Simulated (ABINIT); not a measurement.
**ZnSe (Stilleite): G0W0 with ABINIT, start to end**

How does a plane-wave GW calculation on ZnSe (Stilleite) run from the first input to the gap?

Main program and level: ABINIT 10.8.3; PBE and many-body steps on it, plane waves.

**The experiments to reproduce.**

- Gap 2.695 ± 0.003 eV: excitonic gap from free-exciton PL, not corrected for exciton binding; photoluminescence; 300 K; bulk crystal (Bridgman-grown crystal, polished and etched) (“Alloy Disordering Effects on the Thermal Conductivity and Energy Gap Temperature Dependence of Cd1−xZnxSe Ternary Crystals Grown by the Bridgman Method”, 2023, pmc:10253836).

## Step 1: Starting point

It takes space group F-43m (No. 216, cubic). Conventional cell: a = 5.668 Å, b = 5.668 Å, c = 5.668 Å, α = 90.00°, β = 90.00°, γ = 90.00°. Zn has 4 Se at 2.45 Å nearest. Se has 4 Zn at 2.45 Å nearest. Farther neighbours and most contacts between anions are not listed.

The cell and positions come from the Crystallography Open Database and are kept as given unless a step says otherwise.

## Step 2: Ground state

This step: ABINIT 10.8.3; DFT, PBE, plane waves, norm-conserving pseudopotentials.

The ground-state density comes first.

File run.abi:

```
acell 3*1.0 Angstrom
rprim 
  -0.000000000000 2.833800000000 2.833800000000
  2.833800000000 0.000000000000 2.833800000000
  2.833800000000 2.833800000000 -0.000000000000
ntypat 2
znucl 30 34
natom 2
typat 1 2
xred 
  0.000000000000 0.000000000000 0.000000000000
  0.250000000000 0.250000000000 0.250000000000
pp_dirpath "pseudos"
pseudos "Zn.upf, Se.upf"
ecut 48
ngkpt 6 6 6
nshiftk 1
shiftk 0 0 0
kptopt 1
chksymbreak 0
nband 27
occopt 1
tolvrs 1e-10
nstep 60
prtwf 0
optforces 0
optstress 0
indata_prefix "in"
outdata_prefix "out"
tmpdata_prefix "tmp"
```

The run is started by

```sh
OMP_NUM_THREADS=1 mpirun -n 8 abinit run.abi > log
```

Numbers of over 12 decimals in the logs are rounded to 6 here.

The log of the run:

```text
.Version 10.8.3 of ABINIT. v10.8.2 released Aug 2026.

 Symmetries : space group F-4 3 m (#216); Bravais cF (face-center cubic)
================================================================================
 Values of the parameters that define the memory need of the present run
     intxc =       0    ionmov =       0      iscf =       7    lmnmax =       6
     lnmax =       6     mgfft =      48  mpssoang =       3    mqgrid =    3001
     natom =       2  nloc_mem =       1    nspden =       1   nspinor =       1
    nsppol =       1      nsym =      24    n1xccc =    2501    ntypat =       2
    occopt =       1   xclevel =       2
-    mband =          27        mffmem =           1         mkmem =           2
       mpw =        4897          nfft =      110592          nkpt =          16
================================================================================
  Rough estimation (10% accuracy) of disk space for files :
================================================================================

--------------------------------------------------------------------------------
------------- Echo of variables that govern the present computation ------------
--------------------------------------------------------------------------------
 -outvars: echo values of preprocessed input variables --------
            acell      1.8897261259E+00  1.8897261259E+00  1.8897261259E+00 Bohr

      chksymbreak           0
             ecut      4.80000000E+01 Hartree
-          fftalg         312

              ixc     -101130
              kpt      0.00000000E+00  0.00000000E+00  0.00000000E+00
                       1.66666667E-01  0.00000000E+00  0.00000000E+00
                       3.33333333E-01  0.00000000E+00  0.00000000E+00
                       5.00000000E-01  0.00000000E+00  0.00000000E+00
                       1.66666667E-01  1.66666667E-01  0.00000000E+00
                       3.33333333E-01  1.66666667E-01  0.00000000E+00
                       5.00000000E-01  1.66666667E-01  0.00000000E+00
                      -3.33333333E-01  1.66666667E-01  0.00000000E+00
                      -1.66666667E-01  1.66666667E-01  0.00000000E+00
   [... 5 further rows ...]
                      -3.33333333E-01  3.33333333E-01  1.66666667E-01
                      -3.33333333E-01  5.00000000E-01  1.66666667E-01
         kptrlatt        6    0    0      0    6    0      0    0    6
          kptrlen      4.54395803E+01
P           mkmem           2
            natom           2
            nband          27
            ngfft          48      48      48
             nkpt          16
            nstep          60
             nsym          24
           ntypat           2
              occ      2.000000  2.000000  2.000000  2.000000  2.000000  2.000000
                       2.000000  2.000000  2.000000  2.000000  2.000000  2.000000
                       2.000000  2.000000  2.000000  2.000000  2.000000  2.000000
                       2.000000  2.000000  2.000000  2.000000  0.000000  0.000000
[...]
optforces           0
        optstress           0
            prtwf           0
            rprim     -0.0000000000E+00  2.8338000000E+00  2.8338000000E+00
[...]
spgroup         216

           tolvrs      1.00000000E-10

             xred      0.0000000000E+00  0.0000000000E+00  0.0000000000E+00
[...]
znucl       30.00000   34.00000

================================================================================

 chkinp: Checking input parameters for consistency.

================================================================================
== DATASET  1 ==================================================================
-   mpi_nproc: 8, omp_nthreads: 1 (-1 if OMP is not activated)

--- !DatasetInfo
iteration_state: {dtset: 1, }
dimensions: {natom: 2, nkpt: 16, mband: 27, nsppol: 1, nspinor: 1, nspden: 1, mpw: 4897, }
cutoff_energies: {ecut:  48.0, pawecutdg:  -1.0, }
electrons: {nelect:   4.40000000E+01, charge:   0.00000000E+00, occopt:   1.00000000E+00, tsmear:   1.00000000E-02, }

 Real(R)+Recip(G) space primitive vectors, cartesian coordinates (Bohr,Bohr^-1):
 R(1)=  0.0000000  5.3551059  5.3551059  G(1)= -0.0933688  0.0933688  0.0933688
 R(2)=  5.3551059  0.0000000  5.3551059  G(2)=  0.0933688 -0.0933688  0.0933688
 R(3)=  5.3551059  5.3551059  0.0000000  G(3)=  0.0933688  0.0933688 -0.0933688
 Unit cell volume ucvol=  3.0713845E+02 bohr^3
 Angles (23,13,12)=  6.00000000E+01  6.00000000E+01  6.00000000E+01 degrees

 getcut: wavevector=  0.0000  0.0000  0.0000  ngfft=  48  48  48
         ecut(hartree)=     48.000   => boxcut(ratio)=   2.03223

--- Pseudopotential description ------------------------------------------------
- Zn Generated using ONCVPSP code by D. R. Hamann
- 30.00000  20.00000  171031                  znucl, zion, pspdat
12 -101130 2 -1 1326                          pspcod,pspxc,lmax,lloc,mmax
     nproj     2     2     2
  pspatm : epsatm=   26.68164218
         --- l  ekb(1:nproj) -->
[...]
pspatm: atomic psp has been read  and splines computed

- Se Generated using ONCVPSP code by D. R. Hamann
- 34.00000  24.00000  171031                  znucl, zion, pspdat
12 -101130 2 -1 1214                          pspcod,pspxc,lmax,lloc,mmax
     nproj     2     2     2
  pspatm : epsatm=   25.39064422
         --- l  ekb(1:nproj) -->
[...]
pspatm: atomic psp has been read  and splines computed

   2.29118060E+03                                ecore*ucvol(ha*bohr**3)
--------------------------------------------------------------------------------

_setup2: Arith. and geom. avg. npw (full set) are    4879.338    4879.326

================================================================================

--- !BeginCycle
iteration_state: {dtset: 1, }
solver: {iscf: 7, nstep: 60, nline: 4, wfoptalg: 0, }
tolerances: {tolvrs: 1.00E-10, }

     iter   Etot(hartree)      deltaE(h)  residm     vres2
 ETOT  1  -544.98635842320    -5.450E+02 9.114E-01 4.653E+03
 ETOT  2  -546.40203433041    -1.416E+00 4.210E-02 7.770E+03
 ETOT  3  -547.23845527222    -8.364E-01 1.312E-02 1.052E+03
 ETOT  4  -547.31149392204    -7.304E-02 4.016E-03 3.977E+02
 ETOT  5  -547.35013234238    -3.864E-02 2.241E-03 5.298E+01
 ETOT  6  -547.35602524963    -5.893E-03 8.103E-04 1.388E+00
 ETOT  7  -547.35612893250    -1.037E-04 1.448E-04 3.923E-01
 ETOT  8  -547.35617116759    -4.224E-05 4.337E-05 4.472E-02
 ETOT  9  -547.35617617370    -5.006E-06 1.082E-05 5.496E-03
 ETOT 10  -547.35617686684    -6.931E-07 3.919E-06 5.544E-07
 ETOT 11  -547.35617686708    -2.445E-10 1.219E-06 1.127E-07
 ETOT 12  -547.35617686712    -3.627E-11 4.599E-07 6.262E-09
 ETOT 13  -547.35617686715    -2.842E-11 1.480E-07 2.773E-10
 ETOT 14  -547.35617686716    -1.432E-11 5.597E-08 1.371E-11

 At SCF step   14       vres2   =  1.37E-11 < tolvrs=  1.00E-10 =>converged.

--- !ResultsGS
iteration_state: {dtset: 1, }
comment   : Summary of ground state results
lattice_vectors:
- [ -0.0000000,   5.3551059,   5.3551059, ]
- [  5.3551059,   0.0000000,   5.3551059, ]
- [  5.3551059,   5.3551059,  -0.0000000, ]
lattice_lengths: [   7.57326,    7.57326,    7.57326, ]
lattice_angles: [ 60.000,  60.000,  60.000, ] # degrees, (23, 13, 12)
lattice_volume:   3.0713845E+02
convergence: {deltae: -1.432E-11, res2:  1.371E-11, residm:  5.597E-08, diffor:  0.000E+00, }
etotal    :  -5.47356177E+02
entropy   :   0.00000000E+00
fermie    :   1.53041323E-01
cartesian_stress_tensor: null
pressure_GPa: null
xred      :
- [  0.0000E+00,   0.0000E+00,   0.0000E+00, Zn]
- [  2.5000E-01,   2.5000E-01,   2.5000E-01, Se]
cartesian_forces: null
force_length_stats: {min: null, max: null, mean: null, }

 Integrated electronic density in atomic spheres:
 ------------------------------------------------
 Atom  Sphere_radius  Integrated_density
    1        2.00000         18.11040736
    2        2.00000         21.26036845
================================================================================

 ----iterations are completed or convergence reached----

 Mean square residual over all n,k,spin=   12.957E-11; max=  55.966E-09
 reduced coordinates (array xred) for    2 atoms
       0.000000000000      0.000000000000      0.000000000000
       0.250000000000      0.250000000000      0.250000000000
 rms dE/dt=  0.0000E+00; max dE/dt=  0.0000E+00; dE/dt below (all hartree)
    1       0.000000000000      0.000000000000      0.000000000000
    2       0.000000000000      0.000000000000      0.000000000000

 cartesian coordinates (angstrom) at end:
    1      0.000000     0.000000     0.000000
    2      1.416900     1.416900     1.416900
 length scales=  1.889726125908  1.889726125908  1.889726125908 bohr
              =  1.000000000000  1.000000000000  1.000000000000 angstroms
 prteigrs : about to open file out_EIG
 Fermi (or HOMO) energy (hartree) =   0.15304   Average Vxc (hartree)=  -0.36195
 Eigenvalues (hartree) for nkpt=  16  k points:
 kpt#   1, nband= 27, wtk=  0.00463, kpt=  0.0000  0.0000  0.0000 (reduced coord)
  -7.46293   -5.23849   -5.23849   -5.23849   -4.44962   -2.76502   -2.76502   -2.76502
  -1.56976   -1.56976   -1.56976   -1.56961   -1.56961   -0.33425   -0.08738   -0.08738
  -0.08738   -0.07385   -0.07385    0.15304    0.15304    0.15304    0.20039    0.36671
   0.36671    0.36671    0.51812
 prteigrs : prtvol=0 or 1, do not print more k-points.

--- !EnergyTerms
iteration_state     : {dtset: 1, }
comment             : Components of total free energy in Hartree
kinetic             :  2.38673621230762E+02
hartree             :  2.29158838384487E+02
xc                  : -5.13331538891216E+01
Ewald energy        : -2.44845014170202E+02
psp_core            :  7.45976485783275E+00
local_psp           : -5.91683585332825E+02
non_local_psp       : -1.34786647948093E+02
total_energy        : -5.47356176867160E+02
total_energy_eV     : -1.48943203428558E+04
band_energy         : -8.85655578376507E+01

== END DATASET(S) ==============================================================
================================================================================

 -outvars: echo values of variables after computation  --------
           etotal     -5.4735617687E+02
            nband          27
             nkpt          16
          spgroup         216
 [... the other variables as echoed above ...]

 Calculation completed.
```

It took 17 s on 8 MPI ranks of Intel Xeon Platinum 8488C (Sapphire Rapids), shared host; peak memory 0.73 GiB; 2.2 min of CPU time.

Numbers from this step:

- total energy: -14894.3203 eV
- gap: 1.288 eV
- k of the valence top: 0, 0, 0
- k of the conduction bottom: 0, 0, 0
- least direct gap: 1.288 eV

The gap is direct, at Γ.

(Continued in part 2 of 3.)

[Paths, hosts, dates, memory and timing lines, banners, echoed tables and standing remarks are left out of the program output.]

[Logs are printed without paths, hosts, clocks, repeated set-up lines and the standing remarks that a program may print on its own settings, such as how far it seeks lower states.]

[Runs of the session that timed out or met a known fault of the program may be left out.]

[No measured gap is set beside runs whose start may be inverted or whose files or cutoffs have a known fault.]

[Hosts, paths, dates, database ids (printed as entryN), source tags and the programs' standing remarks are cut or masked in the printed files.]

[G0W0 gaps are taken among the corrected bands and points alone; a level outside them can change the order at an edge.]

[Where Ansatz stands beside ABINIT at settings called matched, ABINIT's density can come from a denser mesh and the files from another edition; pairs whose starting gaps differed by over 0.03 eV were left out, so agreement reads better than it is.]
